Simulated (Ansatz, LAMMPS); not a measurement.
# Glassy 40SiO2-28Al2O3-16Li2O-16SrO (mol %) (85 atoms): a single point, part 2 of 2

Aim: energy, forces, charges and density of states of glassy 40SiO2-28Al2O3-16Li2O-16SrO (mol %) (85 atoms) at a fixed geometry.

Ansatz 0.2.0; Kohn-Sham DFT, PBEsol, PAW (set soft_2), plane waves.

The cell: 10 Si, 14 Al, 8 Li, 4 Sr and 49 O. The quench rate of 6 K/ps is many orders above laboratory rates. The starting topology of bonds comes from the classical model. Sampling is at Γ alone, for a cell whose shortest periodic width is 10 Å.

So far. Step 3 (Plane-wave single point): The stored curve holds about 416 of the 440 electrons; the rest, give or take the few that broadening carries across the Fermi level, lie in deeper levels below its range.

**3. Plane-wave single point (continued)**

Electrostatic potential energy in the ac plane at fractional y = 0.115, with atoms of Si and Al and Li and O within 0.2 Å of it. With pseudopotentials it is smooth inside the atoms' cores, unlike the true potential.

Ten even steps from '0' (-29 eV) to '9' (11 eV), each cell a mean:
```
99998889999999998999999999999
99887678999998888899998899999
99873138899988777789962389999
99885358999988766789950279999
99998889999998777888874358999
99999999999999888889863137899
99999999998899999999875457999
99999999951059999999845788999
99999999920029999999300699999
99999999962269999999301699999
88788999998899999999855789999
74357899999999999998655568998
61027899999999999997457547898
74248899999999999997556547899
88788999999998778888654568999
98899999999985213777887889999
88889999999861000478999999999
76678999999861000489999999998
44447899999984112689999984367
46645899999998777899999940015
45546899999999999999999950026
65568899999999999999999986688
88889999999999999999999999999
99999999999999999999999999999
```
Columns run along a (10.2 Å; values clipped at the 3rd and 97th percentile), rows up along c (10.2 Å). Atoms in or near the plane, at fractional coordinates: Si at (0.52, 0.28), Al at (0.77, 0.45), Al at (0.06, 0.17), Li at (0.07, 0.47), O at (0.37, 0.64), O at (0.89, 0.16).

Valence density in the ac plane at fractional y = 0.115, with atoms of Si and Al and Li and O within 0.2 Å of it. It is the smooth field of the valence electrons, not physical close to the nuclei.

Ten steps, logarithmic in the rise over the least value, from '_' (0.0 e/Å³) to '@' (6.2 e/Å³), each cell a mean:
```
__..::::------::..________......________..::::::....______
__..::==++**++==::..____....::::::......--==++++--::..____
__..::==##%%##++::..____..::------::..::==**%%##++--..____
....::==**##**==::..____..::------::::::==##%%##**--::....
......::======::............::--::::..::--++****++--::::..
..........::........::::::..............::======----::::::
..____________..::==++++==::..______..::--======--::::::::
______________..==##%%%%##==::______..--++##**++--::......
______________::==%%@@@@%%==::______::++##@@%%**==....____
______________..--**%%%%**==::______::==##@@%%**--..______
______________..::--====--::..______..--++****==::....____
..++##==________....::::::....______..::------::::::......
--%%@@##..__________..::::::::..__....::::......::::::::::
::**##++____________..::--==--::::::::----::....::------::
........____________..--==++==----========--::::::::::::::
............________..::==========++**++==--::............
....::::::....______..::------::==++++++==::..............
::::::::::::..______..::----::::--====--::......::--==--::
::..::::--::....____..::----======--::........--++####**==
--....::::::..________..::--==++==--::..____::==##@@@@%%**
--....::::....__________..::--====--..______::==##@@@@%%++
::::::::::..______________..::--::::..______..::==****++==
::::::::::..________________........__________..::----::::
..::::::::....________________________________............
```
Columns run along a (10.2 Å), rows up along c (10.2 Å). Atoms in or near the plane, at fractional coordinates: Si at (0.52, 0.28), Al at (0.77, 0.45), Al at (0.06, 0.17), Li at (0.07, 0.47), O at (0.37, 0.64), O at (0.89, 0.16).

Mean Löwdin charges: Al +1.26, Li +0.81, O -0.88, Si +1.66, Sr +1.85 e (they miss 1.1 % of the electrons, so they add up to more than the cell's charge).

**4. Local order**

These statistics describe the geometry on which the runs were made.

Density 2.93 g/cm³, 12.31 Å³ an atom.

g(r), total and by pair (bins of 0.2 Å):

| r (Å) | total | O-O | O-Al | O-Si | O-Li | O-Sr | Al-Al |
| --- | --- | --- | --- | --- | --- | --- | --- |
| 1.50 | 0.89 | 0.00 | 0.00 | 6.50 | 0.00 | 0.00 | 0.00 |
| 1.70 | 2.75 | 0.00 | 9.77 | 6.60 | 0.00 | 0.00 | 0.00 |
| 1.90 | 0.54 | 0.00 | 1.24 | 0.00 | 2.77 | 0.00 | 0.00 |
| 2.10 | 0.43 | 0.00 | 0.00 | 0.00 | 3.97 | 0.00 | 0.00 |
| 2.30 | 0.04 | 0.00 | 0.00 | 0.00 | 0.40 | 0.00 | 0.00 |
| 2.50 | 0.59 | 1.12 | 0.00 | 0.00 | 0.51 | 2.65 | 0.00 |
| 2.70 | 1.55 | 3.23 | 0.09 | 0.00 | 1.02 | 2.69 | 1.19 |
| 2.90 | 1.10 | 2.04 | 0.22 | 0.00 | 0.12 | 1.80 | 1.48 |
| 3.10 | 1.11 | 1.30 | 0.44 | 0.17 | 0.98 | 0.67 | 3.10 |
| 3.30 | 1.16 | 1.08 | 1.06 | 0.87 | 0.77 | 0.40 | 0.77 |
| 3.50 | 1.05 | 0.86 | 1.10 | 1.50 | 1.29 | 0.53 | 1.05 |
| 3.70 | 0.87 | 0.73 | 1.10 | 1.07 | 1.00 | 0.61 | 0.63 |
| 3.90 | 1.04 | 0.50 | 1.31 | 1.99 | 1.38 | 1.38 | 0.00 |
| 4.10 | 0.91 | 0.32 | 1.66 | 1.56 | 0.96 | 0.75 | 0.51 |
| 4.30 | 1.21 | 0.67 | 1.89 | 1.42 | 1.77 | 0.45 | 1.60 |
| 4.50 | 1.17 | 0.87 | 1.35 | 1.22 | 1.52 | 1.79 | 0.83 |
| 4.70 | 0.95 | 1.04 | 0.77 | 1.12 | 0.82 | 1.15 | 0.95 |
| 4.90 | 0.96 | 1.46 | 0.53 | 0.46 | 0.53 | 1.77 | 0.90 |

Bonds by pair of elements; cutoffs follow the first minimum of g(r), held within bounds set by covalent radii, and pairs that aren't listed don't count as bonded:

| pair A-B | cutoff (Å) | bonds | mean length (Å) | spread (Å) | shortest (Å) | B about A | A about B |
| --- | --- | --- | --- | --- | --- | --- | --- |
| O-Al | 2.27 | 56 | 1.76 | 0.046 | 1.66 | 1.14 | 4 |
| O-Si | 2.08 | 40 | 1.61 | 0.035 | 1.55 | 0.816 | 4 |
| O-Li | 2.38 | 28 | 2.05 | 0.096 | 1.91 | 0.571 | 3.5 |
| O-Sr | 3.38 | 29 | 2.76 | 0.216 | 2.48 | 0.592 | 7.25 |

How many atoms have how many bonded neighbours:

| element | mean | 2 | 3 | 4 | 5 | 6 | 7 | 8 |
| --- | --- | --- | --- | --- | --- | --- | --- | --- |
| Al | 4 | 0 | 0 | 14 | 0 | 0 | 0 | 0 |
| Li | 3.5 | 0 | 4 | 4 | 0 | 0 | 0 | 0 |
| O | 3.12 | 8 | 28 | 12 | 1 | 0 | 0 | 0 |
| Si | 4 | 0 | 0 | 10 | 0 | 0 | 0 | 0 |
| Sr | 7.25 | 0 | 0 | 0 | 0 | 1 | 1 | 2 |

Bond angles, per cent of each kind in bins of 5°:

| angle (°) | O-Sr-O | O-Al-O | O-Si-O | O-Li-O | Al-O-Sr |
| --- | --- | --- | --- | --- | --- |
| 50–55 | 3.3 | 0.0 | 0.0 | 0.0 | 0.0 |
| 55–60 | 4.3 | 0.0 | 0.0 | 0.0 | 0.0 |
| 60–65 | 5.4 | 0.0 | 0.0 | 0.0 | 0.0 |
| 65–70 | 6.5 | 0.0 | 0.0 | 0.0 | 0.0 |
| 70–75 | 6.5 | 0.0 | 0.0 | 8.3 | 0.0 |
| 75–80 | 8.7 | 0.0 | 0.0 | 0.0 | 3.5 |
| 80–85 | 4.3 | 1.2 | 0.0 | 8.3 | 0.0 |
| 85–90 | 5.4 | 1.2 | 0.0 | 5.6 | 24.1 |
| 90–95 | 5.4 | 0.0 | 0.0 | 2.8 | 17.2 |
| 95–100 | 5.4 | 7.1 | 1.7 | 5.6 | 10.3 |
| 100–105 | 4.3 | 23.8 | 15.0 | 19.4 | 3.5 |
| 105–110 | 2.2 | 27.4 | 38.3 | 16.7 | 6.9 |
| 110–115 | 4.3 | 15.5 | 36.7 | 5.6 | 0.0 |
| 115–120 | 4.3 | 13.1 | 6.7 | 8.3 | 13.8 |
| 120–125 | 8.7 | 8.3 | 1.7 | 2.8 | 3.5 |
| 125–130 | 2.2 | 1.2 | 0.0 | 2.8 | 13.8 |
| 130–135 | 3.3 | 0.0 | 0.0 | 2.8 | 0.0 |
| 135–140 | 2.2 | 1.2 | 0.0 | 0.0 | 0.0 |
| 140–145 | 2.2 | 0.0 | 0.0 | 5.6 | 0.0 |
| 145–150 | 2.2 | 0.0 | 0.0 | 2.8 | 3.5 |
| 150–155 | 4.3 | 0.0 | 0.0 | 0.0 | 0.0 |
| 155–160 | 2.2 | 0.0 | 0.0 | 0.0 | 0.0 |
| 160–165 | 1.1 | 0.0 | 0.0 | 2.8 | 0.0 |
| 165–170 | 1.1 | 0.0 | 0.0 | 0.0 | 0.0 |

Bond angles (no mean is given where the spread exceeds 20°):

| angle | count | mean (°) | spread (°) |
| --- | --- | --- | --- |
| O-Sr-O | 92 | - | - |
| O-Al-O | 84 | 109 | 8.6 |
| O-Si-O | 60 | 109 | 4.6 |
| O-Li-O | 36 | - | - |
| Al-O-Sr | 29 | 104 | 16.5 |

Oxygen atoms by the number of network formers (Si, P, Ge, B, Al, As, Ga) bound to them:

| network formers bound to O | O atoms | per cent |
| --- | --- | --- |
| 0 | 0 | 0 |
| 1 | 5 | 10.2 |
| 2 | 41 | 83.7 |
| 3 | 3 | 6.1 |

Network units: each former by its oxygen neighbours and how many of them bridge to another former:

| former | O neighbours | bridging O | atoms |
| --- | --- | --- | --- |
| Si | 4 | 3 | 5 |
| Si | 4 | 4 | 5 |
| Al | 4 | 4 | 14 |

Bond length by coordination (bonds to H left out):

| element | coordination | atoms | mean bond length (Å) |
| --- | --- | --- | --- |
| Li | 3 | 4 | 2.02 |
| Li | 4 | 4 | 2.07 |
| O | 2 | 8 | 1.66 |
| O | 3 | 28 | 1.94 |
| O | 4 | 12 | 2.11 |
| O | 5 | 1 | 2.00 |
| Sr | 6 | 1 | 2.82 |
| Sr | 7 | 1 | 2.71 |
| Sr | 8 | 2 | 2.76 |

Rings of the network by King's shortest-path rule, up to 12 atoms, one path for each pair of neighbours; H, halogens, alkali and alkaline-earth atoms are left out, and the last column divides by all other atoms, bonded or not:

| ring size (atoms) | rings | per network atom |
| --- | --- | --- |
| 4 | 1 | 0.014 |
| 8 | 9 | 0.123 |
| 10 | 9 | 0.123 |
| 12 | 13 | 0.178 |

For some of the pairs, g(r) has its first main peak near 2.7 Å (O-O), 1.8 Å (O-Al), 1.6 Å (O-Si), 2.0 Å (O-Li), 2.6 Å (O-Sr) and 3.0 Å (Al-Al). With the cutoffs above, all Al atoms have 4, 50 % of Li atoms have 3 and as many 4, 57 % of O atoms have 3 and all Si atoms have 4 bonded neighbours. 84 % of the oxygens bridge two formers (Si and Al) and 10 % are non-bridging; 6 % join three. The commonest Al unit has 4 oxygens, 4 of them shared with other formers (14 of 14 atoms). Rings of 12 atoms are the most common (41 % of those counted); sizes run from 4 to 12, where the search stops.

Local excerpt of 16 atoms (numbers count through the whole input) about O60, which has 5 bonded neighbours where the commonest count for O is 3; x, y, z are measured from there.

| atom | x | y | z | distance (Å) | bonds | Löwdin charge (e) | Fx | Fy | Fz (eV/Å) |
| --- | --- | --- | --- | --- | --- | --- | --- | --- | --- |
| O60 | 0.00 | 0.00 | 0.00 | 0.00 | 5 | -0.96 | -0.46 | 0.82 | -0.41 |
| Al16 | 0.22 | -0.71 | 1.58 | 1.75 | 4 | 1.27 | 0.34 | 0.24 | 0.24 |
| Al19 | 0.66 | -0.99 | -1.33 | 1.78 | 4 | 1.26 | 0.85 | -0.05 | -0.63 |
| Li31 | -0.79 | 1.61 | 0.97 | 2.04 | 4 | 0.81 | -0.55 | -0.07 | 0.33 |
| Li32 | 1.47 | 1.50 | -0.01 | 2.10 | 3 | 0.80 | 0.54 | -0.24 | -0.32 |
| Li28 | -1.32 | 0.75 | -1.74 | 2.31 | 4 | 0.80 | -0.25 | 0.07 | -0.44 |
| O76 | -1.10 | -1.91 | 1.60 | 2.72 | 3 | -0.78 | 0.05 | 0.17 | -0.30 |
| O56 | -0.38 | 0.47 | 2.66 | 2.73 | 3 | -0.88 | -0.22 | -0.06 | -0.50 |
| O61 | 2.18 | -0.23 | -1.65 | 2.75 | 2 | -0.83 | -0.58 | -0.97 | 0.17 |
| O54 | 0.83 | -2.60 | -0.78 | 2.84 | 3 | -0.91 | -0.04 | -0.59 | 0.84 |
| O45 | 1.85 | -1.12 | 1.84 | 2.84 | 3 | -0.87 | 0.04 | -1.49 | 0.05 |
| O70 | -0.36 | -0.73 | -2.77 | 2.89 | 3 | -0.86 | -0.74 | 0.35 | 1.13 |
| Al24 | -2.50 | -0.60 | 1.54 | 2.99 | 4 | 1.30 | -0.85 | -0.04 | 0.50 |
| O52 | -0.08 | 2.32 | -1.97 | 3.05 | 3 | -0.87 | -0.12 | -1.73 | 0.39 |
| O80 | -2.63 | 1.14 | 1.26 | 3.13 | 4 | -0.98 | 0.25 | 0.83 | -1.02 |
| O62 | 0.38 | 3.17 | 0.46 | 3.22 | 4 | -0.90 | 0.53 | -1.34 | 0.06 |

The column of bonds counts only the pairs O-Al within 2.27 Å, O-Si within 2.08 Å, O-Li within 2.38 Å, O-Sr within 3.38 Å; other neighbours, such as metal atoms beside each other in a compound, aren't counted, and periodic images can show an atom twice.

**5. Outcome**

| Quantity | Value |
| --- | --- |
| free energy per atom | -667.5645 eV/atom |
| pressure | 2.67 GPa |
| r.m.s. force component | 0.7316 eV/Å |
| gap (highest filled to lowest empty level) | 3.358 eV |
| wall time of the 1 DFT run | 42 s |

In words: Between filled and empty levels lie 3.36 eV (at Γ alone); a semilocal functional tends to put such gaps too low. In a disordered cell it changes from sample to sample, and tail or defect levels can set it. With the cutoffs above, all Al atoms have 4, 50 % of Li atoms have 3 and as many 4, 57 % of O atoms have 3 and all Si atoms have 4 bonded neighbours. 84 % of the oxygens bridge two formers (Si and Al) and 10 % are non-bridging; 6 % join three.

**Limits.** The geometry was minimised with a classical potential after classical dynamics and isn't relaxed at this level: its force components are 0.73 eV/Å r.m.s. The pressure of 2.7 GPa belongs to a cell and atoms that aren't relaxed at this level.

[Logs are printed without paths, hosts, clocks, repeated set-up lines and the standing remarks that a program may print on its own settings, such as how far it seeks lower states.]

[Hosts, paths, dates, database ids (printed as entryN), source tags and the programs' standing remarks are cut or masked in the printed files.]
